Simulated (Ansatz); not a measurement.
# Work function of Ta(110): what the settings cost and change

How thick a slab and how much vacuum does the work function of Ta(110) need?

Program: Ansatz 0.2.0. Level of theory: plane-wave DFT, PBE, Ansatz PAW. Results are calculated unless marked as measured.

**Measured values to reproduce.**

For Ta (clean (110) face, a compiled value), “Anisotropic work function of elemental crystals” (2019, arxiv:1902.07811) quotes earlier work: work function (clean (110) face, a compiled value) 4.74 eV.

Most raw output is cut from this account.

### Step 1. Set-up

The cell holds 1 atom: 1 Ta. Its edges and angles: a = 2.867 Å, b = 2.867 Å, c = 18.000 Å, α = 90.0°, β = 90.0°, γ = 70.5°. Vacuum lies along c.

### Step 2. Run, setting 1 layer

A work function rests on the faint tail of the density, so the SCF threshold is tight. The slab grows from one layer, at fixed mesh and 18 Å of vacuum; then the vacuum is varied on one slab.

Contents of input.yaml:

```yaml
crystal:
  lattice:
    - [2.3405234457, -1.655, 0.0]
    - [2.3405234457, 1.655, 0.0]
    - [0.0, 0.0, 18.0]
  atoms:
    - { symbol: Ta, position: [0.0, 0.0, 0.5] }
kpoints:
  mp_grid: { grid: [15, 15, 1] }
hamiltonian:
  xc: pbe
scf:
  occupations: { method: fermi_dirac, width: 0.1 }
  convergence: { dr2_threshold: 1.0e-09 }
efield:
  axis: 3
  dipole_correction: true
  ramp_position: 0.97
  ramp_width: 0.06
output:
  write_potential: true
  write_density: true
  volumetric_format: npy
  elf: true
```

Command:

```sh
$ ansatz run input.yaml --threads 2 --pin off --max-ram 3072MiB --backend cpu --events-out ev --progress --plain --runs-dir out
```

Run time: 15 s. Hardware: 2 threads of Arm Neoverse N1, shared host; peak memory 0.45 GiB; 27 s of CPU time.

Numbers from this step:

| Item | Value |
| --- | --- |
| energy at zero smearing | -9929.3766 eV |
| work function, upper face | 4.796 eV |

Running mean over 2.341 Å of the planar mean; the ramp of the sawtooth is left out. Table of electron's electrostatic potential energy less the Fermi level by z:

```csv
z (Å),electron's electrostatic potential energy less the Fermi level (eV)
3.0,4.80
3.5,4.80
4.0,4.79
4.5,4.79
5.0,4.78
5.5,4.74
6.0,4.62
6.5,4.23
7.0,3.00
7.5,-0.161
8.0,-5.14
8.5,-8.93
9.0,-10.1
9.5,-8.93
10.0,-5.14
10.5,-0.161
11.0,3.00
11.5,4.23
12.0,4.62
12.5,4.74
13.0,4.78
13.5,4.79
14.0,4.79
14.5,4.80
15.0,4.80
```

Valence density in the ca plane at fractional y = 0.000, with atoms of Ta within 0.2 Å of it. It is the smooth field of the valence electrons, not physical close to the nuclei.

Ten steps, logarithmic in the rise over the least value, from '0' (0.0 e/Å³) to '9' (4.2 e/Å³), each cell a mean:
```
00000000000000000014899962100000000000000000
00000000000000000013689742100000000000000000
00000000000000000013466532100000000000000000
00000000000000000012344432100000000000000000
00000000000000000012455432100000000000000000
00000000000000000013578642100000000000000000
00000000000000000013799852100000000000000000
00000000000000000014899962100000000000000000
```
Columns run along c (18.0 Å), rows up along a (2.9 Å). Atoms in or near the plane, at fractional coordinates: Ta at (0.50, 0.00).

ELF in the ca plane at fractional y = 0.000, with atoms of Ta within 0.2 Å of it. It is the smooth field of the valence electrons, not physical close to the nuclei.

Ten even steps from '0' (0.00) to '9' (0.69), each cell a mean:
```
00000000000000000001885940000000000000000000
00000000000000001122599831110000000000000000
00000000000000001344455444421000000000000000
00000000000000012467654577531000000000000000
00000000000000002456544456531000000000000000
00000000000000001233477633210000000000000000
00000000000000000111798931100000000000000000
00000000000000000001852950000000000000000000
```
Columns run along c (18.0 Å), rows up along a (2.9 Å). Atoms in or near the plane, at fractional coordinates: Ta at (0.50, 0.00).

Electrostatic potential energy in the ca plane at fractional y = 0.000, with atoms of Ta within 0.2 Å of it. With pseudopotentials it is smooth inside the atoms' cores, unlike the true potential.

Ten even steps from '0' (-39 eV) to '9' (3 eV), each cell a mean:
```
99999999999999999986100047999999999999999999
99999999999999999997410268999999999999999999
99999999999999999998755689999999999999999999
99999999999999999999887899999999999999999999
99999999999999999999876789999999999999999999
99999999999999999998632478999999999999999999
99999999999999999987200058999999999999999999
99999999999999999986100037999999999999999999
```
Columns run along c (18.0 Å; values clipped at the 3rd and 97th percentile), rows up along a (2.9 Å). Atoms in or near the plane, at fractional coordinates: Ta at (0.50, 0.00).

The work function is 4.796 eV.

### Step 3. Run, 2 atoms

System of this step: Ta(110). The cell holds 2 atoms: 2 Ta. Its edges and angles: a = 2.867 Å, b = 2.867 Å, c = 20.341 Å, α = 90.0°, β = 90.0°, γ = 70.5°. Vacuum lies along c.

input.yaml, the sections that differ from step 2:

```yaml
crystal:
  lattice:
    - [2.3405234457, -1.655, 0.0]
    - [2.3405234457, 1.655, 0.0]
    - [0.0, 0.0, 20.3405234457]
  atoms:
    - { symbol: Ta, position: [0.0, 0.0, 0.4424664893] }
    - { symbol: Ta, position: [0.5, 0.5, 0.5575335107] }
output:
  write_potential: true
  write_density: true
  volumetric_format: npy
# kpoints, hamiltonian, scf, efield: as in step 2
```

It took 23 s on 2 threads; peak memory 0.45 GiB.

The work function is 4.701 eV, -0.095 eV from the run “1 layer”, at 1.6 times its CPU time.

### Step 4. Slab, 3 atoms

System of this step: Ta(110). The cell holds 3 atoms: 3 Ta. Its edges and angles: a = 2.867 Å, b = 2.867 Å, c = 22.681 Å, α = 90.0°, β = 90.0°, γ = 70.5°. Vacuum lies along c.

input.yaml, the sections that differ from step 3:

```yaml
crystal:
  lattice:
    - [2.3405234457, -1.655, 0.0]
    - [2.3405234457, 1.655, 0.0]
    - [0.0, 0.0, 22.6810468915]
  atoms:
    - { symbol: Ta, position: [0.0, 0.0, 0.3968070805] }
    - { symbol: Ta, position: [0.5, 0.5, 0.5] }
    - { symbol: Ta, position: [0.0, 0.0, 0.6031929195] }
# kpoints, hamiltonian, scf, efield, output: as in step 3
```

Wall time 37 s (2 threads); peak memory 0.54 GiB; 70 s of CPU time.

The work function is 4.790 eV, +0.088 eV from the run “2 layers”, at 1.6 times its CPU time.

### Step 5. Slab, 4 atoms

System of this step: Ta(110). The cell holds 4 atoms: 4 Ta. Cell: a = 2.867 Å, b = 2.867 Å, c = 25.022 Å, α = 90.0°, β = 90.0°, γ = 70.5°. Vacuum lies along c.

input.yaml, the sections that differ from step 4:

```yaml
crystal:
  lattice:
    - [2.3405234457, -1.655, 0.0]
    - [2.3405234457, 1.655, 0.0]
    - [0.0, 0.0, 25.0215703372]
  atoms:
    - { symbol: Ta, position: [0.0, 0.0, 0.3596896549] }
    - { symbol: Ta, position: [0.5, 0.5, 0.453229885] }
    - { symbol: Ta, position: [0.0, 0.0, 0.546770115] }
    - { symbol: Ta, position: [0.5, 0.5, 0.6403103451] }
# kpoints, hamiltonian, scf, efield, output: as in step 4
```

It took 48 s on 2 threads; peak memory 0.65 GiB.

The work function is 4.815 eV, +0.025 eV from the run “3 layers”, at 1.3 times its CPU time.

### Step 6. Slab, 5 atoms

System of this step: Ta(110). The cell holds 5 atoms: 5 Ta. Cell: a = 2.867 Å, b = 2.867 Å, c = 27.362 Å, α = 90.0°, β = 90.0°, γ = 70.5°. Vacuum lies along c.

input.yaml, the sections that differ from step 5:

```yaml
crystal:
  lattice:
    - [2.3405234457, -1.655, 0.0]
    - [2.3405234457, 1.655, 0.0]
    - [0.0, 0.0, 27.3620937829]
  atoms:
    - { symbol: Ta, position: [0.0, 0.0, 0.3289221969] }
    - { symbol: Ta, position: [0.5, 0.5, 0.4144610985] }
    - { symbol: Ta, position: [0.0, 0.0, 0.5] }
    - { symbol: Ta, position: [0.5, 0.5, 0.5855389015] }
    - { symbol: Ta, position: [0.0, 0.0, 0.6710778031] }
# kpoints, hamiltonian, scf, efield, output: as in step 5
```

It took 64 s on 2 threads; peak memory 0.76 GiB.

The work function is 4.791 eV, -0.024 eV from the run “4 layers”, at 1.3 times its CPU time.

### Step 7. Run, 6 atoms

System of this step: Ta(110). The cell holds 6 atoms: 6 Ta. Its edges and angles: a = 2.867 Å, b = 2.867 Å, c = 29.703 Å, α = 90.0°, β = 90.0°, γ = 70.5°. Vacuum lies along c.

input.yaml, the sections that differ from step 6:

```yaml
crystal:
  lattice:
    - [2.3405234457, -1.655, 0.0]
    - [2.3405234457, 1.655, 0.0]
    - [0.0, 0.0, 29.7026172286]
  atoms:
    - { symbol: Ta, position: [0.0, 0.0, 0.3030036017] }
    - { symbol: Ta, position: [0.5, 0.5, 0.381802161] }
    - { symbol: Ta, position: [0.0, 0.0, 0.4606007203] }
    - { symbol: Ta, position: [0.5, 0.5, 0.5393992797] }
    - { symbol: Ta, position: [0.0, 0.0, 0.618197839] }
    - { symbol: Ta, position: [0.5, 0.5, 0.6969963983] }
# kpoints, hamiltonian, scf, efield, output: as in step 6
```

Run time: 93 s. Hardware: 2 threads; peak memory 0.89 GiB.

The work function is 4.780 eV, -0.011 eV from the run “5 layers”, at 1.5 times its CPU time.

### Step 8. Slab, 8 atoms

System of this step: Ta(110). The cell holds 8 atoms: 8 Ta. Its edges and angles: a = 2.867 Å, b = 2.867 Å, c = 34.384 Å, α = 90.0°, β = 90.0°, γ = 70.5°. Vacuum lies along c.

input.yaml, the sections that differ from step 7:

```yaml
crystal:
  lattice:
    - [2.3405234457, -1.655, 0.0]
    - [2.3405234457, 1.655, 0.0]
    - [0.0, 0.0, 34.3836641201]
  atoms:
    - { symbol: Ta, position: [0.0, 0.0, 0.2617522079] }
    - { symbol: Ta, position: [0.5, 0.5, 0.3298230057] }
    - { symbol: Ta, position: [0.0, 0.0, 0.3978938034] }
    - { symbol: Ta, position: [0.5, 0.5, 0.4659646011] }
    - { symbol: Ta, position: [0.0, 0.0, 0.5340353989] }
    - { symbol: Ta, position: [0.5, 0.5, 0.6021061966] }
    - { symbol: Ta, position: [0.0, 0.0, 0.6701769943] }
    - { symbol: Ta, position: [0.5, 0.5, 0.7382477921] }
# kpoints, hamiltonian, scf, efield, output: as in step 7
```

Wall time 2.8 min (2 threads); peak memory 1.2 GiB.

The work function is 4.786 eV, +0.006 eV from the run “6 layers”, at 1.8 times its CPU time.

### Step 9. Run, 10 atoms

System of this step: Ta(110). The cell holds 10 atoms: 10 Ta. Cell: a = 2.867 Å, b = 2.867 Å, c = 39.065 Å, α = 90.0°, β = 90.0°, γ = 70.5°. Vacuum lies along c.

input.yaml, the sections that differ from step 8:

```yaml
crystal:
  lattice:
    - [2.3405234457, -1.655, 0.0]
    - [2.3405234457, 1.655, 0.0]
    - [0.0, 0.0, 39.0647110115]
  atoms:
    - { symbol: Ta, position: [0.0, 0.0, 0.2303869597] }
    - { symbol: Ta, position: [0.5, 0.5, 0.2903009686] }
    - { symbol: Ta, position: [0.0, 0.0, 0.3502149776] }
    - { symbol: Ta, position: [0.5, 0.5, 0.4101289866] }
    - { symbol: Ta, position: [0.0, 0.0, 0.4700429955] }
    - { symbol: Ta, position: [0.5, 0.5, 0.5299570045] }
    - { symbol: Ta, position: [0.0, 0.0, 0.5898710134] }
    - { symbol: Ta, position: [0.5, 0.5, 0.6497850224] }
    - { symbol: Ta, position: [0.0, 0.0, 0.7096990314] }
    - { symbol: Ta, position: [0.5, 0.5, 0.7696130403] }
# kpoints, hamiltonian, scf, efield, output: as in step 8
```

The job ended after 4.2 min (2 threads; peak memory 1.6 GiB; 7.8 min of CPU time).

The work function is 4.788 eV, +0.002 eV from the run “8 layers”, at 1.5 times its CPU time.

### Step 10. Slab, 13 atoms

System of this step: Ta(110). The cell holds 13 atoms: 13 Ta. Its edges and angles: a = 2.867 Å, b = 2.867 Å, c = 46.086 Å, α = 90.0°, β = 90.0°, γ = 70.5°. Vacuum lies along c.

input.yaml, the sections that differ from step 9:

```yaml
crystal:
  lattice:
    - [2.3405234457, -1.655, 0.0]
    - [2.3405234457, 1.655, 0.0]
    - [0.0, 0.0, 46.0862813487]
  atoms:
    - { symbol: Ta, position: [0.0, 0.0, 0.1952858798] }
    - { symbol: Ta, position: [0.5, 0.5, 0.2460715665] }
    - { symbol: Ta, position: [0.0, 0.0, 0.2968572532] }
    - { symbol: Ta, position: [0.5, 0.5, 0.3476429399] }
    - { symbol: Ta, position: [0.0, 0.0, 0.3984286266] }
    - { symbol: Ta, position: [0.5, 0.5, 0.4492143133] }
    - { symbol: Ta, position: [0.0, 0.0, 0.5] }
    - { symbol: Ta, position: [0.5, 0.5, 0.5507856867] }
    - { symbol: Ta, position: [0.0, 0.0, 0.6015713734] }
    - { symbol: Ta, position: [0.5, 0.5, 0.6523570601] }
    - { symbol: Ta, position: [0.0, 0.0, 0.7031427468] }
    - { symbol: Ta, position: [0.5, 0.5, 0.7539284335] }
    - { symbol: Ta, position: [0.0, 0.0, 0.8047141202] }
# kpoints, hamiltonian, scf, efield, output: as in step 9
```

Wall time 7.3 min (2 threads); peak memory 2.3 GiB.

The work function is 4.788 eV, -0.000 eV from the run “10 layers”, at 1.8 times its CPU time.

### Step 11. Slab, 7 atoms

System of this step: Ta(110). The cell holds 7 atoms: 7 Ta. Cell: a = 2.867 Å, b = 2.867 Å, c = 24.043 Å, α = 90.0°, β = 90.0°, γ = 70.5°. Vacuum lies along c.

input.yaml, the sections that differ from step 10:

```yaml
crystal:
  lattice:
    - [2.3405234457, -1.655, 0.0]
    - [2.3405234457, 1.655, 0.0]
    - [0.0, 0.0, 24.0431406744]
  atoms:
    - { symbol: Ta, position: [0.0, 0.0, 0.2079595203] }
    - { symbol: Ta, position: [0.5, 0.5, 0.3053063468] }
    - { symbol: Ta, position: [0.0, 0.0, 0.4026531734] }
    - { symbol: Ta, position: [0.5, 0.5, 0.5] }
    - { symbol: Ta, position: [0.0, 0.0, 0.5973468266] }
    - { symbol: Ta, position: [0.5, 0.5, 0.6946936532] }
    - { symbol: Ta, position: [0.0, 0.0, 0.7920404797] }
# kpoints, hamiltonian, scf, efield, output: as in step 10
```

It took 1.7 min on 2 threads; peak memory 0.86 GiB.

The work function is 4.772 eV. The program marks this work function as in doubt.

### Step 12. Run, 7 atoms

The cell differs from the one that the last finished run ended in (c 24.043 → 28.043 Å).

input.yaml, the sections that differ from step 11:

```yaml
crystal:
  lattice:
    - [2.3405234457, -1.655, 0.0]
    - [2.3405234457, 1.655, 0.0]
    - [0.0, 0.0, 28.0431406744]
  atoms:
    - { symbol: Ta, position: [0.0, 0.0, 0.249615408] }
    - { symbol: Ta, position: [0.5, 0.5, 0.3330769386] }
    - { symbol: Ta, position: [0.0, 0.0, 0.4165384693] }
    - { symbol: Ta, position: [0.5, 0.5, 0.5] }
    - { symbol: Ta, position: [0.0, 0.0, 0.5834615307] }
    - { symbol: Ta, position: [0.5, 0.5, 0.6669230614] }
    - { symbol: Ta, position: [0.0, 0.0, 0.750384592] }
# kpoints, hamiltonian, scf, efield, output: as in step 11
```

Wall time 1.8 min (2 threads); peak memory 0.96 GiB.

The work function is 4.789 eV, +0.018 eV from the run “7 layers, 10 Å of vacuum”, at 1.0 times its CPU time.

### Step 13. Run, 7 atoms (run 2)

The cell differs from the one that the last finished run ended in (c 28.043 → 40.043 Å).

input.yaml, the sections that differ from step 12:

```yaml
crystal:
  lattice:
    - [2.3405234457, -1.655, 0.0]
    - [2.3405234457, 1.655, 0.0]
    - [0.0, 0.0, 40.0431406744]
  atoms:
    - { symbol: Ta, position: [0.0, 0.0, 0.3246498597] }
    - { symbol: Ta, position: [0.5, 0.5, 0.3830999064] }
    - { symbol: Ta, position: [0.0, 0.0, 0.4415499532] }
    - { symbol: Ta, position: [0.5, 0.5, 0.5] }
    - { symbol: Ta, position: [0.0, 0.0, 0.5584500468] }
    - { symbol: Ta, position: [0.5, 0.5, 0.6169000936] }
    - { symbol: Ta, position: [0.0, 0.0, 0.6753501403] }
# kpoints, hamiltonian, scf, efield, output: as in step 12
```

It took 2.5 min on 2 threads; peak memory 1.3 GiB.

The work function is 4.789 eV, -0.000 eV from the run “7 layers, 14 Å of vacuum”, at 1.5 times its CPU time.

### Step 14. Comparing the runs

Times are for 2 threads of Arm Neoverse N1, shared host. The runs compared:

```csv
no.,setting,"work function, upper face (eV)",time,memory (GiB)
1,1 layer,4.796,15 s,0.45
2,2 layers,4.701,23 s,0.45
3,3 layers,4.790,37 s,0.54
4,4 layers,4.815,48 s,0.65
5,5 layers,4.791,64 s,0.76
6,6 layers,4.780,93 s,0.89
7,8 layers,4.786,2.8 min,1.2
8,10 layers,4.788,4.2 min,1.6
9,13 layers,4.788,7.3 min,2.3
10,"7 layers, 10 Å of vacuum",4.772,1.7 min,0.86
11,"7 layers, 14 Å of vacuum",4.789,1.8 min,0.96
12,"7 layers, 26 Å of vacuum",4.789,2.5 min,1.3
```

### Step 15. Results

* work function, 2 layers: 4.701 eV
* work function, 4 layers: 4.815 eV
* work function, 6 layers: 4.780 eV
* work function, 13 layers: 4.788 eV

What this shows: The thickest slab gives 4.79 eV, and the settings tried spread the value from 4.70 to 4.82 eV. At 18 Å of vacuum, the slabs from 3 layers on stay within 0.03 eV of the thickest. Going from 10 to 26 Å of vacuum moves it by 0.017 eV. The program marks the value as in doubt in “7 layers, 10 Å of vacuum”. The ladder's slabs use the tabulated experimental lattice constant (two decimals; a low-temperature value for the alkali metals). In 2 runs of the series (7 layers, 10 Å of vacuum and 7 layers, 14 Å of vacuum) the program warns that electrons reach the sawtooth's ramp, which makes dipole and work function less sure.

Computed beside measured:

```
                                               quantity  measured        13 layers
work function (clean (110) face, a compiled value) (eV)      4.74  4.79 (+0.05 eV)
```

Measured values from arxiv:1902.07811 (2019).

How well it matches: The work function is off by +0.05 eV: good agreement. The grades are ours: good and fair within 3 and 7 % for the work function. No cell relaxation is part of this session.

[Logs are printed without paths, hosts, clocks, repeated set-up lines and the standing remarks that a program may print on its own settings, such as how far it seeks lower states.]

[Hosts, paths, dates, database ids (printed as entryN), source tags and the programs' standing remarks are cut or masked in the printed files.]

[Maps of the electrostatic potential energy from Ansatz leave out the sawtooth potential of an applied field or a dipole correction, so their vacuum need not be flat; planar profiles and work functions include it.]
